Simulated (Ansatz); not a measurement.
Consider BaIBr (Pnma).

```
Ba I Br
1.0
     8.81446    0.00000    0.00000
     0.00000    5.12429    0.00000
     0.00000    0.00000   10.19168
Ba I Br
4 4 4
Direct
  0.72882 0.25000 0.37514
  0.27118 0.75000 0.62486
  0.77118 0.75000 0.87514
  0.22882 0.25000 0.12486
  0.47161 0.25000 0.83178
  0.52839 0.75000 0.16822
  0.02839 0.75000 0.33178
  0.97161 0.25000 0.66822
  0.85647 0.25000 0.06669
  0.14353 0.75000 0.93331
  0.64353 0.75000 0.56669
  0.35647 0.25000 0.43331
```

The cell and positions are those that the Materials Project relaxed with its own functionals (PBE, PBE+U or r2SCAN), kept fixed. PAW set soft_2, made with PBE.

Gaps computed with Ansatz 0.2.0 without a self-energy: PBEsol 3.43 eV, PBEsol+SOC 3.16 eV, r2SCAN 3.99 eV, HSE06 4.51 eV and PBE0 5.21 eV.

Question: Estimate the G0W0@PBEsol gap with 2×4×2 mesh, 1045 empty bands, screening to 100 eV, default PAW files.

About 5.14 eV: on its mesh the run moves the gap from 3.43 eV by +1.72 eV. Among the scalar-relativistic levels given, PBE0 is nearest (+0.07 eV). Spin-orbit coupling is not in that value; its −0.27 eV at the PBEsol level would bring it to about 4.87 eV. Bands and cutoff are finite, so the gap stands short of the basis limit, usually by up to a few tenths of an eV; the mesh is an error of its own. The many-body steps are scalar-relativistic: spin-orbit coupling is not in them.

[Long decimals in the printed logs are rounded to 6 places.]

[Logs are printed without paths, hosts, clocks, repeated set-up lines and the standing remarks that a program may print on its own settings, such as how far it seeks lower states.]

[Paths, hosts, dates, memory and timing lines, banners, echoed tables and standing remarks are left out of the program output; an Ansatz launch command may be rebuilt from the run's recorded settings. Measured values are a selection of at most five: reports struck by readers or far from the other reports are left out. None is set beside runs whose start may be inverted or whose files or cutoffs have a known fault.]

[Runs of the session that timed out or met a known fault of the program may be left out.]

[Cells called generated may have been cut or substituted from an entry of the Crystallography Open Database or the Materials Project.]

[Hosts, paths, dates, database ids (printed as entryN), source tags and the programs' standing remarks are cut or masked in the printed files.]

[Where the starting crystal was built by hand or by swapping elements, it need not be the compound's stable phase.]
